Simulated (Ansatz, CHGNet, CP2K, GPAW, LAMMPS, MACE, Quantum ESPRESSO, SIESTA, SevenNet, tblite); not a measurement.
# Amorphous 59Ga2O3-41P2O5 (mol %) (64 atoms) in GPAW, part 2 of 2

How do the settings of GPAW change the result for amorphous 59Ga2O3-41P2O5 (mol %) (64 atoms)? A plane-wave run serves as the yardstick.

Program: GPAW 26.7.0; the method stands at each step. Banners, paths, timers and routine set-up lines are dropped from the logs unmarked, and long logs keep their key lines alone; longer cuts are marked.

So far. Step 3 (PBE, LCAO szp(dzp), h 0.18 Å): Against the first run (51 %), the force difference from the reference is 64 %, at 0.81 times the CPU time, with 576 basis functions against 832: the smaller basis costs accuracy. Step 4 (PBE, LCAO dzp, h 0.22 Å): Against the first run (51 %), the force difference from the reference is 53 %, at 0.57 times the CPU time: the change moves forces by 135 meV/Å r.m.s., so most of the difference comes from elsewhere.

### Step 5. PBE, LCAO sz(dzp), h 0.18 Å

Method: Kohn-Sham DFT, PBE, PAW, atomic orbitals (sz(dzp)).

run.py reads:

```python
import numpy as np
from ase.io import read
from gpaw import GPAW, FermiDirac

atoms = read("structure.xyz")
atoms.calc = GPAW(
    mode="lcao",
    basis="sz(dzp)",
    h=0.18,
    xc="PBE",
    kpts={"size": (1, 1, 1), "gamma": True},
    occupations=FermiDirac(0.05),
    maxiter=200,
    symmetry={"point_group": False},
    txt="gpaw.txt",
)
energy = atoms.get_potential_energy(force_consistent=True)
forces = atoms.get_forces()
print(f"energy {energy:.6f} eV")
print("forces (eV/A)")
for i, (a, f) in enumerate(zip(atoms, forces)):
    print(f"{i:4d} {a.symbol:2s} {f[0]:10.5f} {f[1]:10.5f} {f[2]:10.5f}")
print(f"Fermi level {atoms.calc.get_fermi_level():.4f} eV")
for k in range(len(atoms.calc.get_ibz_k_points())):
    for s in range(atoms.calc.get_number_of_spins()):
        e = atoms.calc.get_eigenvalues(kpt=k, spin=s)
        n = np.searchsorted(e, atoms.calc.get_fermi_level())
        print(f"k {k} spin {s} levels about the Fermi level:", np.round(e[max(n - 6, 0):n], 4).tolist(), "|", np.round(e[n:n + 6], 4).tolist())
```

structure.xyz reads:

```xyz
64
Lattice="9.03743 0.00000 0.00000 0.00000 9.03743 0.00000 0.00000 0.00000 9.03743" Properties=species:S:1:pos:R:3 pbc="T T T"
[... 64 atom lines left out: the same atoms as in the first run ...]
```

Command:

```bash
$ OMP_NUM_THREADS=1 python run.py > output.txt
```

Log:

```text
energy -266.659881 eV
forces (eV/A)
   0 Ga   -0.37220    0.31465   -0.88693
   1 Ga   -0.80218   -1.27522   -0.39425
   2 Ga   -0.41021    0.22601    1.20897
   3 Ga    0.70870   -0.15034   -0.43340
   4 Ga    1.10502    0.35704   -0.31256
   5 Ga   -0.13760   -0.32528   -0.37103
   6 Ga   -0.45200   -0.51762    1.72136
   7 Ga   -0.78246   -0.26082   -0.41687
   8 Ga   -0.25382    0.51012   -0.14436
   9 Ga   -1.48536    0.29539   -0.51065
  10 Ga    0.41311   -0.21293   -0.22323
  11 Ga   -0.70087    0.88017   -0.24692
  12 Ga   -0.22699    0.56330    0.83692
  13 P     0.14725   -1.72103    2.42070
  14 P     1.01854   -0.73656    0.48171
  15 P     0.78189   -1.17410    1.47404
  16 P     1.00685   -0.95949    3.36376
  17 P    -0.52907    1.94783   -1.04611
  18 P     0.00170    1.68847   -1.16680
  19 P    -0.25145   -0.00914   -0.32060
  20 P     0.08721   -0.08504    0.17524
  21 P     1.75615   -1.83380   -2.31062
  22 O    -7.38893    3.11524   -1.18170
  23 O    -7.36109    0.99328    3.75907
[...]
56 O    -8.18386    3.50679   -1.88525
  57 O    -0.60646   -5.38630    7.35968
  58 O    -6.62768   -5.88297   -0.13488
  59 O    -4.70437   -2.96304   -6.89582
  60 O     0.80539   -0.16407    1.12000
  61 O     5.48976   -6.15976    1.22666
  62 O    -5.25182    6.85581    5.24541
  63 O    -0.75399   -8.98329   -2.00556
Fermi level 5.6039 eV
k 0 spin 0 levels about the Fermi level: [4.5289, 4.595, 4.6956, 4.8696, 5.0994, 5.2588] | [5.9469, 7.6861, 8.1006, 8.2353, 8.4083, 8.5923]
```

gpaw.txt:

```text
Input parameters:
  mode=LCAO(),
  basis={'default': 'sz(dzp)'},
  h=0.18,
  kpts=MonkhorstPack(size=(1, 1, 1), gamma=True),
  maxiter=200,
  occupations=Occupations(name='fermi-dirac', width=0.05, fixmagmom=False),
  symmetry=Symmetry(point_group=False),
  xc=XC(name='PBE')
Unit cell  # Å
| periodic |        x |        y |        z |  lengths |    angles |
[... lines left out ...]
  Fermi-Dirac:
[... lines left out ...]
convergence criteria:
- Maximum [total energy] change in last 3 cyles: 0.0005 eV / valence electron
[... lines left out ...]
Converged in 12 steps
[... lines left out ...]
  Free energy:    -266.659881
  Extrapolated:   -266.659048
dipole moment: (-21.076871, -34.231641, -18.068772)  # |e|*Ang
Fermi level: 5.604
Eigenvalues  # (at kpt = [0.000, 0.000, 0.000])
| band index |      eig [eV] | occ [0-2] |
|------------|---------------|-----------|
|          0 |       -19.607 |     2.000 |
|        ... |               |           |
|        160 |         4.417 |     2.000 |
|        161 |         4.441 |     2.000 |
[...]
|        175 |         9.069 |     0.000 |
|        ... |               |           |
|        205 |        13.909 |     0.000 |
Gap: 0.688 eV
Transition (v -> c):
  (s=0, k=0, n=167, [0.00, 0.00, 0.00]) -> (s=0, k=0, n=168, [0.00, 0.00, 0.00])
No difference between direct/indirect transitions
Force computation time: 3.814  # s
timing:  # [seconds]
  Total:  35.387  # ━━━━━━━━━━━━━━━━━━━━━━━━━━━━━━━━━━━━━━━━━━━━━━━━━━━━━━━━━
  Init:    4.871  # ━━━━━━━━
  SCF:    26.675  # ━━━━━━━━━━━━━━━━━━━━━━━━━━━━━━━━━━━━━━━━━━━
  Forces:  3.815  # ━━━━━━
```

Run time: 37 s. Hardware: 1 thread of Arm Neoverse V2, shared host; peak memory 0.94 GiB.

Against the reference:

* r.m.s. force component: 3.851 eV/Å
* r.m.s. difference of force components: 3074 meV/Å
* longest difference of force vectors: 8259 meV/Å
* force difference over r.m.s. force: 304.7 %
* slope of forces against the reference's: 3.142
* correlation of force components: 0.8232
* gap (highest filled to lowest empty level): 0.6881 eV
* gap difference: -0.6972 eV

This is a coarse setting, run to see what it loses.

Against the first run (51 %), the force difference from the reference is 305 %, at 0.36 times the CPU time, with 256 basis functions against 832: the smaller basis costs accuracy.

The difference per atom is largest on O (6.0 eV/Å on average, against 1.6 on P).

### Step 6. The ladder

Differences are against the plane-wave reference, forces as r.m.s. over components; share is that over the reference's r.m.s. force, slope the least-squares factor from reference forces to these. Total energies of different programs have different zeros and aren't compared.

| run | Δ force, r.m.s. (meV/Å) | share (%) | slope | Δ gap (eV) | cores | CPU time | memory (GiB) |
| --- | --- | --- | --- | --- | --- | --- | --- |
| reference | - | - | - | - | 8 | 30 s | 1.0 |
| GPAW PBE, LCAO dzp, h 0.18 Å | 518 | 51.4 | 1.308 | -0.215 | 1 | 1.7 min | 1.2 |
| GPAW PBE, LCAO szp(dzp), h 0.18 Å (coarse) | 643 | 63.8 | 1.409 | -0.305 | 1 | 82 s | 1.2 |
| GPAW PBE, LCAO dzp, h 0.22 Å (coarse) | 537 | 53.3 | 1.311 | -0.224 | 1 | 58 s | 0.64 |
| GPAW PBE, LCAO sz(dzp), h 0.18 Å (coarse) | 3074 | 305 | 3.142 | -0.697 | 1 | 37 s | 0.94 |

Rows marked coarse were listed beforehand as settings not expected to be converged; some can still land near the reference.

CPU time is summed over cores on a shared host, where runs went side by side, so it is rough. Symmetry, cutoffs, thresholds, outputs and thread counts weren't matched or tuned between programs; memory under MPI is the largest rank's times the ranks.

Within one program, basis, potentials and functional, energies share a zero. Each run against its twin at the usual cutoff or grid and solver:

| run | twin | Δ energy (meV/atom) | Δ force, r.m.s. (meV/Å) | CPU time over the twin's |
| --- | --- | --- | --- | --- |
| GPAW PBE, LCAO dzp, h 0.22 Å | LCAO dzp, h 0.18 Å | 210 | 135 | 0.57 |

### Step 7. Results

| Item | Value |
| --- | --- |
| nearest in forces | GPAW PBE, LCAO dzp, h 0.18 Å, 51 % |
| its CPU time | 1.7 min |

In words: The PBE run in local orbitals, coarse settings apart, differs by 51 % (GPAW PBE, LCAO dzp, h 0.18 Å); basis, grid and potentials can all enter, and differences of this size make the forces unusable. Runs with settings chosen to be coarse differ by 53 % (GPAW PBE, LCAO dzp, h 0.22 Å) to 305 % (GPAW PBE, LCAO sz(dzp), h 0.18 Å), their programs' other errors included. None of the electronic-structure runs in the table takes under half the reference's CPU time of 30 s; they take 1.2 to 3.4 times as much. At the same functional, gaps differ from the reference's 1.39 eV by between -0.70 and -0.22 eV. The potentials hold different valence shells: 466 electrons in the reference, 336 in GPAW; this bears on time and differences. GPAW's setups keep the filled d shell of Ga in the core. GPAW's Ga setup keeps the 3d shell in the core. The quench rate of 100 K/ps is many orders above laboratory rates, so the cell is likely richer in defects and strain than a real sample. The network of bonds at the start is that of the classical potential that made the cell, and needn't be the one that DFT or experiment would give. The reference's stress is far from hydrostatic: its diagonal is -3.0, -0.5, 0.9 GPa, compression counted positive. The electronic-structure runs sample only Γ, in a cell whose shortest periodic width is 9 Å.

[Also dropped from logs without a mark: logging warnings of Python, and SIESTA's first energy breakdown and zero terms.]

[Logs are printed without paths, hosts, clocks, repeated set-up lines and the standing remarks that a program may print on its own settings, such as how far it seeks lower states.]

[Hosts, paths, dates, database ids (printed as entryN), source tags and the programs' standing remarks are cut or masked in the printed files.]
